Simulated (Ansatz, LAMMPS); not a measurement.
# Squeezing and shearing glassy Na2MgSi3O8 (112 atoms)

How stiff is glassy Na2MgSi3O8 (112 atoms), and how do its levels respond to strain?

Program: Ansatz 0.2.0. Level of theory: Kohn-Sham DFT, PBE, PAW (set soft_2), plane waves. Results are calculated unless marked as measured.

### Step 1. The structure

The cell holds 112 atoms: 8 Mg, 16 Na, 64 O and 24 Si. Its edges and angles: a = 11.203 Å, b = 11.203 Å, c = 11.203 Å, α = 90.0°, β = 90.0°, γ = 90.0°. 112 atoms (8 Mg, 16 Na, 64 O, 24 Si) placed at random at 2.58 g/cm³, melted at 4500 K for 20 ps at fixed volume with the Morse and Coulomb pair potential with partial charges (Pedone, Malavasi, Menziani, Cormack and Segre, J. Phys. Chem. B 110, 11780 (2006)). Quenched from 4500 K to 300 K at 10 K/ps and fixed volume, held 20 ps at zero pressure.

What the set-up can't give: The quench rate of 10 K/ps is many orders above laboratory rates, so the cell is likely richer in defects and strain than a real sample. The network of bonds at the start is that of the classical potential that made the cell, and needn't be the one that DFT or experiment would give. Only the Γ point is sampled.

### Step 2. Single point at the start

The forces at the start show how far the geometry lies from a minimum of this functional.

Input file input.yaml:

```yaml
crystal:
  lattice:
    - [11.20281, 0.0, 0.0]
    - [0.0, 11.20281, 0.0]
    - [0.0, 0.0, 11.20281]
  atoms:
    - { symbol: Mg, position: [0.49289, 0.63857, 0.17389] }
    - { symbol: Mg, position: [0.56546, 0.0252, 0.3852] }
    - { symbol: Mg, position: [0.40186, 0.02516, 0.60196] }
    - { symbol: Mg, position: [0.23163, 0.79832, 0.77523] }
    - { symbol: Mg, position: [0.69733, 0.79846, 0.31259] }
    - { symbol: Mg, position: [0.48293, 0.62347, 0.6753] }
    - { symbol: Mg, position: [0.91562, 0.46092, 0.58757] }
    - { symbol: Mg, position: [0.09101, 0.37908, 0.97946] }
    - { symbol: Na, position: [0.92082, 0.19016, 0.73754] }
    - { symbol: Na, position: [0.26829, 0.58976, 0.56449] }
    - { symbol: Na, position: [0.47992, 0.93975, 0.17926] }
    - { symbol: Na, position: [0.6887, 0.59475, 0.5788] }
    - { symbol: Na, position: [0.99343, 0.6954, 0.89055] }
    - { symbol: Na, position: [0.1139, 0.01238, 0.52916] }
    - { symbol: Na, position: [0.84906, 0.25045, 0.03801] }
    - { symbol: Na, position: [0.15171, 0.58194, 0.82788] }
    - { symbol: Na, position: [0.65456, 0.09328, 0.71451] }
    - { symbol: Na, position: [0.60539, 0.85156, 0.58737] }
    - { symbol: Na, position: [0.0421, 0.30061, 0.25006] }
    - { symbol: Na, position: [0.69093, 0.98524, 0.04504] }
    - { symbol: Na, position: [0.89242, 0.24727, 0.44353] }
    - { symbol: Na, position: [0.4487, 0.55839, 0.91768] }
    - { symbol: Na, position: [0.28674, 0.01007, 0.31512] }
    - { symbol: Na, position: [0.31344, 0.47451, 0.10346] }
    - { symbol: O, position: [0.52339, 0.05961, 0.93826] }
    - { symbol: O, position: [0.18509, 0.05192, 0.95829] }
    - { symbol: O, position: [0.11528, 0.67438, 0.25728] }
    - { symbol: O, position: [0.26097, 0.4076, 0.4279] }
    - { symbol: O, position: [0.07644, 0.69258, 0.4782] }
    - { symbol: O, position: [0.27648, 0.31972, 0.64479] }
    - { symbol: O, position: [0.93142, 0.01942, 0.39466] }
    - { symbol: O, position: [0.37458, 0.20616, 0.82708] }
    - { symbol: O, position: [0.06017, 0.36267, 0.55152] }
    - { symbol: O, position: [0.66043, 0.21976, 0.3931] }
    - { symbol: O, position: [0.80458, 0.86088, 0.78889] }
    - { symbol: O, position: [0.32814, 0.66114, 0.75151] }
    - { symbol: O, position: [0.28732, 0.74265, 0.41077] }
    - { symbol: O, position: [0.10638, 0.88582, 0.35803] }
    - { symbol: O, position: [0.54539, 0.46546, 0.73676] }
    - { symbol: O, position: [0.61353, 0.83343, 0.91118] }
    - { symbol: O, position: [0.72945, 0.76073, 0.14604] }
    - { symbol: O, position: [0.79559, 0.44542, 0.46776] }
    - { symbol: O, position: [0.8141, 0.07807, 0.88578] }
    - { symbol: O, position: [0.85407, 0.22971, 0.24688] }
    - { symbol: O, position: [0.28677, 0.89554, 0.13687] }
    - { symbol: O, position: [0.88355, 0.87538, 0.99532] }
    - { symbol: O, position: [0.84696, 0.07115, 0.60288] }
    - { symbol: O, position: [0.63471, 0.70302, 0.72399] }
    - { symbol: O, position: [0.70673, 0.48113, 0.249] }
    - { symbol: O, position: [0.05709, 0.2256, 0.04274] }
    - { symbol: O, position: [0.78008, 0.65769, 0.37969] }
    - { symbol: O, position: [0.0155, 0.99743, 0.82656] }
    - { symbol: O, position: [0.91876, 0.85298, 0.54756] }
    - { symbol: O, position: [0.69435, 0.05879, 0.23189] }
    - { symbol: O, position: [0.05915, 0.02801, 0.1746] }
    - { symbol: O, position: [0.14304, 0.18978, 0.78045] }
    - { symbol: O, position: [0.5437, 0.48934, 0.08109] }
    - { symbol: O, position: [0.51609, 0.77526, 0.29222] }
    - { symbol: O, position: [0.44977, 0.12224, 0.26475] }
    - { symbol: O, position: [0.4943, 0.37546, 0.45659] }
    - { symbol: O, position: [0.90119, 0.62458, 0.62992] }
    - { symbol: O, position: [0.41097, 0.55956, 0.32099] }
    - { symbol: O, position: [0.10551, 0.48255, 0.12301] }
    - { symbol: O, position: [0.43421, 0.90431, 0.46436] }
    - { symbol: O, position: [0.22197, 0.38312, 0.86202] }
    - { symbol: O, position: [0.59594, 0.27846, 0.86256] }
    - { symbol: O, position: [0.16081, 0.78316, 0.95626] }
    - { symbol: O, position: [0.18482, 0.18996, 0.46853] }
    - { symbol: O, position: [0.93848, 0.66721, 0.10138] }
    - { symbol: O, position: [0.39186, 0.34805, 0.25227] }
    - { symbol: O, position: [0.35847, 0.68962, 0.05727] }
    - { symbol: O, position: [0.72389, 0.93063, 0.45561] }
    - { symbol: O, position: [0.37767, 0.87067, 0.9233] }
    - { symbol: O, position: [0.76707, 0.45299, 0.02955] }
    - { symbol: O, position: [0.64772, 0.28699, 0.63249] }
    - { symbol: O, position: [0.07489, 0.75435, 0.69532] }
    - { symbol: O, position: [0.93377, 0.5187, 0.28403] }
    - { symbol: O, position: [0.78186, 0.646, 0.88992] }
    [... 28 atom lines left out ...]
    - { symbol: Si, position: [0.79912, 0.53075, 0.34821] }
    - { symbol: Si, position: [0.88246, 0.95691, 0.86185] }
    - { symbol: Si, position: [0.99901, 0.96141, 0.28228] }
    - { symbol: Si, position: [0.83082, 0.51101, 0.91245] }
    - { symbol: Si, position: [0.64382, 0.37051, 0.7577] }
    - { symbol: Si, position: [0.7131, 0.19067, 0.25795] }
kpoints:
  mp_grid: { grid: [1, 1, 1] }
hamiltonian:
  xc: pbe
scf:
  occupations: { method: fermi_dirac, width: 0.05 }
output:
  forces: true
```

The run is started by

```bash
> ansatz run input.yaml --threads 4 --pin off --max-ram 8192MiB --backend cpu --events-out ev --progress --plain --runs-dir out
```

Numbers of over 12 decimals in the logs are rounded to 6 here.

What it wrote:

```text
Engine: ansatz 0.2.0, x86_64-unknown-linux-gnu
Pseudopotentials: kind: paw
Pseudopotential: Mg, paw, valence charge 10, recommended cutoff 420 eV (normal), Mg.paw.azcp
Pseudopotential: Na, paw, valence charge 9, recommended cutoff 420 eV (normal), Na.paw.azcp
Pseudopotential: O, paw, valence charge 6, recommended cutoff 420 eV (normal), O.paw.azcp
Pseudopotential: Si, paw, valence charge 4, recommended cutoff 420 eV (normal), Si.paw.azcp
[... 5 lines on functional and potentials left out ...]
Crystal: 112 atoms, lattice volume = 1405.986 Å³
Basis set: ecut = 420 eV, 27609 PW (Γ), exchange–correlation on 150×150×150 points (8 copies of the dense FFT grid, shifted against one another)
Bands: 464, of which v1, the nominal top of the filled ones, is band 352 counted from 1 (351 counted from 0)
Symmetry: 1 space group operations
Space group: P1 (ITA 1), of the structure as read, at distance tolerance 1.1e-4 Å
k-points: 1
[... 9 lines on functional and potentials left out ...]
Initial density: superposition of atomic densities (neutral atoms: chi_scale 0, normalization atom), corrected by the library's trained network
Initial wavefunctions: pseudopotential atomic-orbital guess
Functional: x = pbe(κ = 0.804, μ = 0.219515), c = pbe(β = 0.066725)
SCF iter   1: F=—  HF=-90860.173391 eV  |F-HF|=—  |Δ(HF+E_count)|=         —  Δρ=2.42e-3  dr2=1.65e-1  ethr=1.77e-3  ⟨swp⟩=6.0  Hψ=1941  notcnv=0  defer=35
preconditioner: auto → Resta (q_TF=auto, 2.431 Å⁻¹)  ε∞=2.8  [insulator: Δε(μ)=2.507 eV  Ē_g=17.956 eV  σ=0.050 eV  W_gap=1.00  n_scr=340 (ndim 8)  ℏωp=24.4 eV  f_vac=0.105  D(μ)=0.00/eV (n_scr^D=0)  ε∞_Penn≈2.8]
SCF iter   2: F=—  HF=-90860.138462 eV  |F-HF|=—  |Δ(HF+E_count)|=   3.49e-2  Δρ=1.40e-3  dr2=4.05e-2  ethr=2.35e-5  ⟨swp⟩=2.0  Hψ=839  notcnv=0  defer=96
SCF iter   3: F=—  HF=-90860.133703 eV  |F-HF|=—  |Δ(HF+E_count)|=   4.76e-3  Δρ=6.14e-4  dr2=1.17e-2  ethr=5.75e-6  ⟨swp⟩=2.0  Hψ=665  notcnv=0  defer=40
automatic band count: iteration 3 solves 408 bands in place of 464: the levels show a gap, and the empty bands left out lie too high to hold charge; the band table lists the bands solved (type scf.n_extra_bands for more)
SCF iter   4: F=—  HF=-90860.131912 eV  |F-HF|=—  |Δ(HF+E_count)|=   1.79e-3  Δρ=2.48e-4  dr2=9.83e-4  ethr=1.67e-6  ⟨swp⟩=2.0  Hψ=558  notcnv=0  defer=40
SCF iter   5: F=—  HF=-90860.131956 eV  |F-HF|=—  |Δ(HF+E_count)|=   4.41e-5  Δρ=1.65e-4  dr2=3.39e-4  ethr=1.40e-7  ⟨swp⟩=2.0  Hψ=681  notcnv=0  defer=40
SCF iter   6: F=—  HF=-90860.131957 eV  |F-HF|=—  |Δ(HF+E_count)|=   1.16e-6  Δρ=4.64e-5  dr2=3.04e-5  ethr=4.82e-8  ⟨swp⟩=2.0  Hψ=564  notcnv=0  defer=40
SCF iter   7: F=—  HF=-90860.130402 eV  |F-HF|=—  |Δ(HF+E_count)|=   1.56e-3  Δρ=2.17e-5  dr2=6.46e-6  ethr=4.32e-9  ⟨swp⟩=2.0  Hψ=756  notcnv=0  defer=49
SCF iter   8: F=—  HF=-90860.130405 eV  |F-HF|=—  |Δ(HF+E_count)|=   2.38e-6  Δρ=1.00e-5  dr2=1.30e-6  ethr=9.18e-10  ⟨swp⟩=2.0  Hψ=661  notcnv=0  defer=49
SCF iter   9: F=—  HF=-90860.130405 eV  |F-HF|=—  |Δ(HF+E_count)|=   5.58e-7  Δρ=3.09e-6  dr2=1.31e-7  ethr=1.85e-10  ⟨swp⟩=2.0  Hψ=661  notcnv=0  defer=49
SCF iter  10: F=-90860.130405 eV  HF=-90860.130405 eV  |F-HF|=3.78e-10  |Δ(HF+E_count)|=   7.45e-8  Δρ=1.54e-6  dr2=3.10e-8  ethr=1.42e-11  ⟨swp⟩=4.0  Hψ=1413  notcnv=0
SCF 1 converged in 10 iterations: F = -90860.130405 eV  dr2 = 3.10e-8
  greatest PAW one-centre occupation: 1.000 electrons in one spin orbital (limit 2), on the Mg atom at site 6 (counted from 0), in its partial waves of l = 1
SCF converged after 10 iterations
Free energy (F): -90860.130405 eV
Harris-Foulkes:  -90860.130405 eV  (|F-HF|=3.78e-10)
Internal energy: -90860.130405 eV  (E = F + TS)
E sigma→0 (E₀):  -90860.130405 eV
Fermi energy:    6.386292 eV
--- Per-component energies (eV) ---
  E_band       = -7450.466254
  E_kinetic    = 15061.373840
  E_local      = -62167.650762  (includes V_loc(G=0)·N_el)
  E_nonlocal   = 6265.550282
  E_hartree    = 22501.868572
  E_xc         = -6979.489468
  E_vxc        = -8350.663630  (∫ρ·V_xc dr)
  E_paw        = -29025.556217  (= ΣΔE_a)
  E_vpaw       = -3262.970363  (= ΣTr[D̂ρ^β])
  E_aug_tail   = 0.162447  (compensation charges beyond the density's cutoff)
  E_ewald      = -36516.389100
  E_smearing   = -0.000000  (= −TS)
  E_closure    = -0.000000  (closes the sum)
  Σ components = -90860.130405   (vs F -90860.130405, Δ=0.00e0)
--- Forces (eV/Å), atoms counted from 1 ---
  atom   1  Mg    -0.48125624     0.01823913    -0.10926148
  atom   2  Mg     0.14103354     1.40167080     0.60510588
  atom   3  Mg    -0.31428176    -0.94149144     1.06742871
  atom   4  Mg    -0.38557077     0.49236541    -0.21023659
  atom   5  Mg     1.20283630    -0.74002553     0.53934700
  atom   6  Mg    -0.57115723     0.18085272     1.20762308
  atom   7  Mg     1.18572496     0.59768316    -0.65752352
  atom   8  Mg    -0.17056618     0.28526501     0.06683175
  atom   9  Na     0.35049520    -0.11996673     0.31321885
  atom  10  Na    -0.65281060    -0.00945218    -0.12683669
  atom  11  Na    -0.62975568    -0.14564636    -0.96875751
  atom  12  Na     0.93249615    -0.26597240    -1.12183241
  atom  13  Na    -0.46711071     1.25521569     0.23091387
  atom  14  Na    -0.21394848     0.06740304     0.34335476
[...]
atom 111  Si    -1.80050677    -0.67380760     0.04109589
  atom 112  Si     2.98742748     4.29600193     0.11362111
  max |Σ_I F_I| component: 2.11e-4 eV/Å
```

Wall time 17 s (4 threads of Intel Xeon Platinum 8375C at 2.90GHz (Ice Lake), shared host); peak memory 2 GiB.

The r.m.s. force at the start is 1.3 eV/Å.

(Continued in part 2 of 5.)

[Logs are printed without paths, hosts, clocks, repeated set-up lines and the standing remarks that a program may print on its own settings, such as how far it seeks lower states.]

[Hosts, paths, dates, database ids (printed as entryN), source tags and the programs' standing remarks are cut or masked in the printed files.]
